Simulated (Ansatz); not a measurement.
# Phonons of AlRh (Pm-3m) against volume

Aim: how the phonons of AlRh (Pm-3m) shift with volume, and the thermal expansion that follows.

Method: DFT PBEsol, scalar-relativistic, plane waves, PAW; PAW set soft_1, in Ansatz 0.2.0.

## Step 1: The starting structure

Symmetry: Pm-3m, No. 221, cubic system. Conventional cell: a = 2.972 Å, b = 2.972 Å, c = 2.972 Å, α = 90.00°, β = 90.00°, γ = 90.00°. Al has 8 Rh at 2.57 Å nearest. Rh has 8 Al at 2.57 Å nearest. Farther neighbours are not listed.

## Step 2: Response at finite wavevector

The cell comes from relaxations at this level that are not shown. Stability and thermal properties need the whole zone. Linear response on a 4×4×4 q mesh gives force constants as far as a supercell of that size would.

The input, input.yaml:

```yaml
crystal:
  lattice:
    - [2.9717921017, 0.0, 0.0]
    - [0.0, 2.9717921017, 0.0]
    - [0.0, 0.0, 2.9717921017]
  atoms:
    - { symbol: Al, position: [0.0, 0.0, 0.0] }
    - { symbol: Rh, position: [0.5, 0.5, 0.5] }
kpoints:
  mp_grid: { grid: [16, 16, 16] }
hamiltonian:
  xc: pbesol
  pseudopotentials: { kind: paw, azcp: { folder: soft_1 }, xc_functional: pbe }
scf:
  occupations: { method: methfessel_paxton, width: 0.2 }
output:
  eigenvalues: true
phonons:
  method: dfpt
  qmesh: [4, 4, 4]
  temperatures: { t_max: 1000, t_step: 50 }
  qpath:
    path:
      - [[0.0, 0.0, 0.0], [0.0, 0.5, 0.0], [0.5, 0.5, 0.0], [0.0, 0.0, 0.0], [0.5, 0.5, 0.5], [0.0, 0.5, 0.0]]
      - [[0.5, 0.5, 0.5], [0.5, 0.5, 0.0]]
    npoints: 10
```

The run is started by

```sh
ansatz run input.yaml --threads 4 --pin off --max-ram 10240MiB --backend cpu --events-out ev --progress --plain --runs-dir out
```

Numbers of over 12 decimals in the logs are rounded to 6 here.

The log of the run:

```text
Engine: ansatz 0.2.0, aarch64-unknown-linux-gnu
Pseudopotentials: kind: paw
Pseudopotential: Al, paw, valence charge 3, recommended cutoff 420 eV (normal), soft_1/Al.paw.azcp
Pseudopotential: Rh, paw, valence charge 17, recommended cutoff 420 eV (normal), soft_1/Rh.paw.azcp
Functional definition: PBEsol
  exchange = pbesol_x
  correlation = pbesol_c
Crystal: 2 atoms, lattice volume = 26.246 Å³
Basis set: ecut = 420 eV, 485 PW (Γ), exchange–correlation on 40×40×40 points (8 copies of the dense FFT grid, shifted against one another)
Bands: 14, of which v1, the nominal top of the filled ones, is band 10 counted from 1 (9 counted from 0)
Symmetry: 48 space group operations
k-points: 165 of 4096
Non-local potential: Al, projectors of the file, l = 0: 2, l = 1: 2, l = 2: 1
Non-local potential: Rh, projectors of the file, l = 0: 3, l = 1: 2, l = 2: 2, l = 3: 1
PAW form: soft (Blöchl's): semilocal exchange-correlation on the pseudo side does not see the compensation charge
PAW frozen core: Al, regenerated for the run's functional, and the local potential with it (the file was generated under x = pbe(κ = 0.804, μ = 0.219515), c = pbe(β = 0.066725))
PAW frozen core: Rh, regenerated for the run's functional, and the local potential with it (the file was generated under x = pbe(κ = 0.804, μ = 0.219515), c = pbe(β = 0.066725))
PAW one-centre angular grid: Al, 110 points (default); XC on 64 Gauss nodes
PAW one-centre angular grid: Rh, 590 points (default); XC on 64 Gauss nodes
Initial density: superposition of atomic densities (chi_scale 0.1, normalization cell, long waves kept (reshape's long-wave potential 0.00 eV rms))
Initial wavefunctions: pseudopotential atomic-orbital guess
Functional: x = pbesol(κ = 0.804, μ = 0.123457), c = pbesol(β = 0.046)
SCF iter   1: F=—  HF=-6866.442761 eV  |F-HF|=—  |Δ(HF+E_count)|=         —  Δρ=1.20e-1  dr2=4.15e0  ethr=3.10e-3  ⟨swp⟩=4.0  Hψ=10743  notcnv=0
preconditioner: auto → none  [metal: Δε(μ)=0.022 eV  Ē_g=9.103 eV  σ=0.200 eV  W_gap=0.09  n_scr=6 (ndim 8)  ℏωp=25.1 eV  f_vac=0.000  D(μ)=0.47/eV (n_scr^D=0)  sad-step TF]
SCF iter   2: F=—  HF=-6865.817838 eV  |F-HF|=—  |Δ(HF+E_count)|=   6.25e-1  S|Δr|=    0.00e0  Δρ=6.67e-2  dr2=1.38e0  ethr=3.10e-3  ⟨swp⟩=2.9  Hψ=5182  notcnv=0
SCF iter   3: F=—  HF=-6865.518507 eV  |F-HF|=—  |Δ(HF+E_count)|=   2.99e-1  S|Δr|=    0.00e0  Δρ=5.29e-3  dr2=5.82e-3  ethr=3.10e-3  ⟨swp⟩=2.0  Hψ=3764  notcnv=0
SCF iter   4: F=—  HF=-6865.517417 eV  |F-HF|=—  |Δ(HF+E_count)|=   1.09e-3  S|Δr|=    0.00e0  Δρ=4.55e-4  dr2=1.40e-5  ethr=2.91e-5  ⟨swp⟩=1.0  Hψ=3637  notcnv=0
SCF iter   5: F=—  HF=-6865.517421 eV  |F-HF|=—  |Δ(HF+E_count)|=   4.07e-6  S|Δr|=    0.00e0  Δρ=7.32e-5  dr2=9.43e-7  ethr=6.99e-8  ⟨swp⟩=2.6  Hψ=4013  notcnv=0
SCF iter   6: F=—  HF=-6865.517421 eV  |F-HF|=—  |Δ(HF+E_count)|=   1.55e-7  S|Δr|=    0.00e0  Δρ=1.06e-5  dr2=2.09e-8  ethr=4.72e-9  ⟨swp⟩=2.4  Hψ=3683  notcnv=0
SCF iter   7: F=—  HF=-6865.517421 eV  |F-HF|=—  |Δ(HF+E_count)|=   5.76e-9  S|Δr|=    0.00e0  Δρ=9.06e-7  dr2=1.66e-10  ethr=1.04e-10  ⟨swp⟩=2.6  Hψ=3667  notcnv=0
SCF iter   8: F=-6865.517421 eV  HF=-6865.517421 eV  |F-HF|=2.73e-12  |Δ(HF+E_count)|=  4.27e-11  S|Δr|=    0.00e0  Δρ=7.75e-8  dr2=1.11e-12  ethr=1.00e-12  ⟨swp⟩=5.2  Hψ=9139  notcnv=0
SCF 1 converged in 8 iterations: F = -6865.517421 eV  dr2 = 1.11e-12
  greatest PAW one-centre occupation: 0.999 electrons in one spin orbital (limit 2), on the Rh atom at site 1 (counted from 0), in its partial waves of l = 0
Initial density: read from a saved state, or passed on in memory by an earlier SCF of this step, an earlier step, the calling program or the single point that the run made first
iter 1 solved again at ethr=1.95e-8 eV; its pass at ethr=3.10e-3 eV (dr2=3.91e-6 eV) is discarded
SCF iter   1: F=—  HF=-6865.517419 eV  |F-HF|=—  |Δ(HF+E_count)|=         —  Δρ=1.43e-7  dr2=8.48e-12  ethr=1.95e-8  ⟨swp⟩=3.0  Hψ=17425  notcnv=0
eigensolver tolerance schedule: the retry pair's looser diagonalisation over-reported the residual by 461036.13 of it (diagonalisation noise at an unbounded share of the residual, at the tolerance the schedule requests for it); recorded, not acted on — ethr = c·dr2/N_el stays at c = 1.0e-1
preconditioner: auto → none  [metal: Δε(μ)=0.040 eV  Ē_g=9.383 eV  σ=0.200 eV  W_gap=0.17  n_scr=6 (ndim 8)  ℏωp=25.1 eV  f_vac=0.000  D(μ)=0.49/eV (n_scr^D=0)]
SCF iter   2: F=—  HF=-6865.517421 eV  |F-HF|=—  |Δ(HF+E_count)|=   1.42e-6  S|Δr|=    0.00e0  Δρ=1.30e-7  dr2=6.50e-12  ethr=1.00e-12  ⟨swp⟩=5.2  Hψ=9027  notcnv=0
SCF iter   3: F=-6865.517421 eV  HF=-6865.517421 eV  |F-HF|=1.82e-12  |Δ(HF+E_count)|=  3.64e-12  S|Δr|=    0.00e0  Δρ=7.71e-8  dr2=2.40e-12  ethr=1.00e-12  ⟨swp⟩=1.0  Hψ=5297  notcnv=0
SCF 2 converged in 3 iterations: F = -6865.517421 eV  dr2 = 2.40e-12
phonons: the bands overlap, so this run is a metal and interpolates without the dipole-dipole term. If the crystal is really an insulator or semiconductor, its LO-TO splitting is missing
NSCF: frozen V_eff on 165 k-points
NSCF: frozen V_eff on 405 k-points
DFPT response loops at q = (0, 0, 0) (fractional): preconditioner auto → Kerker (q_TF=auto, 2.607 Å⁻¹) (partly filled bands, converged f_vac=0.000); β = 1.00, the filter's whole step (`scf.mixing.beta` (0.50) is not read by the response loops under this deck's `scf.mixing.preconditioner`; to damp them name `kerker` or `kerker_dos`, under which they read `scf.mixing.beta`, and type it under 1.00, their step now; both keys bind the ground state too); Broyden in place of MSR1
NSCF: frozen V_eff on 2592 k-points
DFPT response loops at q = (0, 0, 0.25) (fractional): mixed as the last ones told, above
NSCF: frozen V_eff on 1458 k-points
DFPT response loops at q = (0, 0, -0.5) (fractional): mixed as the last ones told, above
NSCF: frozen V_eff on 4608 k-points
DFPT response loops at q = (0, 0.25, 0.25) (fractional): mixed as the last ones told, above
NSCF: frozen V_eff on 2592 k-points
DFPT response loops at q = (0, 0.25, -0.5) (fractional): mixed as the last ones told, above
NSCF: frozen V_eff on 1458 k-points
DFPT response loops at q = (0, -0.5, -0.5) (fractional): mixed as the last ones told, above
NSCF: frozen V_eff on 4352 k-points
DFPT response loops at q = (0.25, 0.25, 0.25) (fractional): mixed as the last ones told, above
NSCF: frozen V_eff on 4608 k-points
DFPT response loops at q = (0.25, 0.25, -0.5) (fractional): mixed as the last ones told, above
NSCF: frozen V_eff on 2592 k-points
DFPT response loops at q = (0.25, -0.5, -0.5) (fractional): mixed as the last ones told, above
NSCF: frozen V_eff on 810 k-points
DFPT response loops at q = (-0.5, -0.5, -0.5) (fractional): mixed as the last ones told, above
SCF converged after 8 iterations
Stability not checked: this state was not tested for a lower state beside it, because cold or Methfessel-Paxton smearing, or corrected tetrahedra, fill the levels in a way that the test cannot read (fill_not_monotonic; see scf.lower_state_search)
Free energy (F): -6865.517421 eV
Harris-Foulkes:  -6865.517421 eV  (|F-HF|=2.73e-12)
Internal energy: -6865.519582 eV  (E = F + TS)
E sigma→0 (E₀):  -6865.517961 eV
Entropy (-TS):   0.002161 eV (1.081 meV/atom)
Fermi energy:    17.172563 eV
--- Per-component energies (eV) ---
  E_band       = -144.812702
  E_kinetic    = 565.808215
  E_local      = -2073.086844  (includes V_loc(G=0)·N_el)
  E_nonlocal   = 310.854216
  E_hartree    = 815.519855
  E_xc         = -240.493507
  E_vxc        = -285.257498  (∫ρ·V_xc dr)
  E_paw        = -3997.798238  (= ΣΔE_a)
  E_vpaw       = -294.170359  (= ΣTr[D̂ρ^β])
  E_aug_tail   = -0.000200  (compensation charges beyond the density's cutoff)
  E_ewald      = -2246.618419
  E_core_change = 0.295340  (= ΣΔE_core)
  E_smearing   = 0.002161  (= −TS)
  E_closure    = -0.000000  (closes the sum)
  Σ components = -6865.517421   (vs F -6865.517421, Δ=0.00e0)
--- Band table (eV; the first three rows and the last of 165) ---
  k-point 0: bands = [... 6 lower, 12.0817, 15.3992, 15.3992, 15.3992, 22.1687, 22.1687, 22.1687, 26.6815]
  k-point 1: bands = [... 6 lower, 12.1085, 15.3226, 15.3226, 15.4071, 21.7302, 22.3053, 22.3053, 26.5496]
  k-point 2: bands = [... 6 lower, 12.1755, 15.1166, 15.1166, 15.4296, 20.7624, 22.6916, 22.6916, 26.1866]
  k-point 164: bands = [... 6 lower, 11.1712, 16.6531, 16.6531, 18.9286, 19.9308, 19.9308, 19.9308, 23.8938]
--- Phonons (Γ-DFPT): 2 representative perturbations + reference (Σ response iterations 6) ---
  ASR residual: 6.188e-5 → 0.000e0 eV/Å²; symmetrization residual: 1.403e-6 eV/Å²
  ASR residual per site (eV/Å²): 8.13e-6 6.19e-5
  Γ frequencies (cm⁻¹): 0.00 0.00 0.00 288.61 288.61 288.61
--- Phonons (arbitrary-q DFPT): 10 irreducible q on the 4×4×4 mesh ---
  q = [0.0000, 0.0000, 0.0000] (star 1, of the zone-centre solve; hermiticity 4.29e-7, symmetrization 2.67e-12): -0.00 0.00 0.00 288.61 288.61 288.61
  q = [0.0000, 0.0000, 0.2500] (star 6, 4 solved perturbations in 4032 linear systems a pass and spin channel, the states on 1296 of 4096 k-point pairs; hermiticity 3.33e-7, symmetrization 1.86e-13): 96.94 96.94 161.78 284.32 284.32 359.65
  q = [0.0000, 0.0000, -0.5000] (star 3, 4 solved perturbations in 2268 linear systems a pass and spin channel, the states on 729 of 4096 k-point pairs; hermiticity 1.79e-7, symmetrization 8.97e-8): 138.29 138.29 221.33 280.71 280.71 406.24
  q = [0.0000, 0.2500, 0.2500] (star 12, 4 solved perturbations in 7056 linear systems a pass and spin channel, the states on 2304 of 4096 k-point pairs; hermiticity 1.25e-7, symmetrization 2.76e-14): 120.48 125.97 184.15 277.24 315.38 346.28
  q = [0.0000, 0.2500, -0.5000] (star 12, 6 solved perturbations on 1296 of 4096 k-point pairs; hermiticity 4.69e-7, symmetrization 2.34e-7): 143.01 160.23 188.11 269.81 316.36 361.16
  q = [0.0000, -0.5000, -0.5000] (star 3, 4 solved perturbations in 2268 linear systems a pass and spin channel, the states on 729 of 4096 k-point pairs; hermiticity 1.09e-7, symmetrization 9.12e-12): 151.39 167.51 167.51 259.11 340.00 340.00
  q = [0.2500, 0.2500, 0.2500] (star 8, 2 solved perturbations on 2176 of 4096 k-point pairs; hermiticity 5.53e-8, symmetrization 6.99e-13): 150.73 150.73 188.59 310.53 310.53 325.40
  q = [0.2500, 0.2500, -0.5000] (star 12, 4 solved perturbations in 7056 linear systems a pass and spin channel, the states on 2304 of 4096 k-point pairs; hermiticity 1.22e-7, symmetrization 6.76e-9): 164.78 167.31 182.72 307.32 308.07 344.96
  q = [0.2500, -0.5000, -0.5000] (star 6, 4 solved perturbations in 4032 linear systems a pass and spin channel, the states on 1296 of 4096 k-point pairs; hermiticity 7.08e-8, symmetrization 2.15e-9): 165.62 186.73 186.73 299.58 335.67 335.67
  q = [-0.5000, -0.5000, -0.5000] (star 1, 2 solved perturbations on 405 of 4096 k-point pairs; hermiticity 1.12e-9, symmetrization 5.61e-10): 198.40 198.40 198.40 333.62 333.62 333.62
  sum rule: each row above includes the acoustic sum rule's correction from the zone centre's row sums; it moved no ω² by more than (0.40 cm⁻¹)²
  mesh force constants: q→R imaginary residual 2.18e-18; ASR residual 6.188e-5 → 0.000e0 eV/Å²; symmetrization residual 1.599e-14 eV/Å²
  interpolated dispersion: 62 rows × 6 modes
  density of states and harmonic sums: on the 24×24×24 q-mesh, interpolated from the force constants of a 4×4×4 supercell (no non-analytic term)
  largest difference from the sums on the solved wave vectors: F 1.10e-2 eV, S 1.50e-5 and C_V 4.02e-6 eV/K
  zero-point energy: 0.088057 eV/cell   skipped modes (ω ≤ 0): 3   left out of the sums: 3.62e-5 of the cell's modes: C_V's classical limit lies that fraction below 3 k_B per atom; for a crystal, a wire or a layer, F and S can be off by more, and a phonons.interpolated_qmesh denser along its periods is the remedy for the sampling
```

It took 4.4 min on 4 threads of Arm Neoverse V1, shared host; peak memory 2.1 GiB; 17 min of CPU time.

In the SCF lines HF is the Harris–Foulkes energy and dr2 the Hartree energy of the density residual, in eV; the loop may stop once dr2 is under the threshold and the program's other checks hold. Hψ counts applications of the Hamiltonian.

This step gave:

```yaml
volume_per_atom: 13.12 Å³
gap_on_the_k_mesh: 0 eV
sum_rule_residual_before_enforcement: 6.19e-5 eV/Å²
lowest_frequency_on_the_path: 0 cm⁻¹
point_group: m-3m
highest_frequency_on_the_path_or_at_a_solved_wavevector: 406.2 cm⁻¹
mean_frequency: 236.8 cm⁻¹
debye_temperature_second_moment: 467 K
logarithmic_mean_frequency: 219.9 cm⁻¹
highest_optical_mode_at_the_zone_centre_no_lo_to_term: 288.6 cm⁻¹
lowest_optical_zone_centre_mode: 288.6 cm⁻¹
lowest_mode_on_the_q_mesh_acoustic_modes_at_gamma_apart: 96.94 cm⁻¹
zero_point_energy_per_atom: 44.03 meV
heat_capacity_at_300_k: 22.20 J/(mol atoms K)
vibrational_entropy_at_300_k: 25.06 J/(mol atoms K)
edges_of_the_widest_gap_between_branches_on_path_and_mesh: 221.3, 259.1 cm⁻¹
```

Frequencies (cm⁻¹) solved at each irreducible wavevector; negative means imaginary. Frequencies by wavevector, by row:

```
q in reciprocal lattice units  star  mode 1  mode 2  mode 3  mode 4  mode 5  mode 6
                        0 0 0     1       0       0       0   288.6   288.6   288.6
                     0 0 0.25     6    96.9    96.9   161.8   284.3   284.3   359.6
                     0 0 -0.5     3   138.3   138.3   221.3   280.7   280.7   406.2
                  0 0.25 0.25    12   120.5     126   184.2   277.2   315.4   346.3
                  0 0.25 -0.5    12     143   160.2   188.1   269.8   316.4   361.2
                  0 -0.5 -0.5     3   151.4   167.5   167.5   259.1     340     340
               0.25 0.25 0.25     8   150.7   150.7   188.6   310.5   310.5   325.4
               0.25 0.25 -0.5    12   164.8   167.3   182.7   307.3   308.1     345
               0.25 -0.5 -0.5     6   165.6   186.7   186.7   299.6   335.7   335.7
               -0.5 -0.5 -0.5     1   198.4   198.4   198.4   333.6   333.6   333.6
```

Symmetry leaves 10 wavevectors to solve. The lowest mode among them, the acoustic zeros apart, lies at q = (0, 0, 0.25) and is real, 96.9 cm⁻¹.

## Step 3: Relaxing at another volume, volume ratio 0.97

The volume is scaled by 0.97 and held; symmetry leaves nothing to relax, so this is a single point. The modes can then be followed against volume.

input.yaml, the sections that differ from step 2:

```yaml
crystal:
  lattice:
    - [2.9417719472, 0.0, 0.0]
    - [0.0, 2.9417719472, 0.0]
    - [0.0, 0.0, 2.9417719472]
  atoms:
    - { symbol: Al, position: [0.0, 0.0, 0.0] }
    - { symbol: Rh, position: [0.5, 0.5, 0.5] }
output:
  forces: true
  stress: true
  eigenvalues: true
# kpoints, hamiltonian, scf: as in step 2
# phonons: removed
```

The log of the run:

```text
[...]
Crystal: 2 atoms, lattice volume = 25.458 Å³
Basis set: ecut = 420 eV, 485 PW (Γ), exchange–correlation on 40×40×40 points (8 copies of the dense FFT grid, shifted against one another)
Bands: 14, of which v1, the nominal top of the filled ones, is band 10 counted from 1 (9 counted from 0)
Symmetry: 48 space group operations
[...]
k-points: 165 of 4096
[...]
--- Band table (eV; the first three rows and the last of 165) ---
  k-point 0: bands = [... 6 lower, 12.5104, 15.9897, 15.9897, 15.9897, 22.9232, 22.9232, 22.9232, 27.4617]
  k-point 1: bands = [... 6 lower, 12.5395, 15.9096, 15.9096, 15.9980, 22.4815, 23.0638, 23.0638, 27.3191]
  k-point 2: bands = [... 6 lower, 12.6131, 15.6942, 15.6942, 16.0218, 21.5048, 23.4606, 23.4606, 26.9283]
  k-point 164: bands = [... 6 lower, 11.5968, 17.3074, 17.3074, 19.7402, 20.5917, 20.5917, 20.5917, 24.7663]
[key lines of the parts left out:]
SCF converged after 6 iterations
Free energy (F): -6865.500905 eV
Fermi energy:    17.837669 eV
P = ⅓ Tr σ = 6.9236 GPa (69.236 kbar)
```

It took 0.93 s on 4 threads; peak memory 0.34 GiB.

Numbers from this step:

```yaml
pressure: 6.924 GPa
volume_per_atom: 12.73 Å³
```

The run ends at a pressure of 6.92 GPa.

(Continued in part 2 of 2.)

[Logs are printed without paths, hosts, clocks, repeated set-up lines and the standing remarks that a program may print on its own settings, such as how far it seeks lower states.]

[Hosts, paths, dates, database ids (printed as entryN), source tags and the programs' standing remarks are cut or masked in the printed files.]
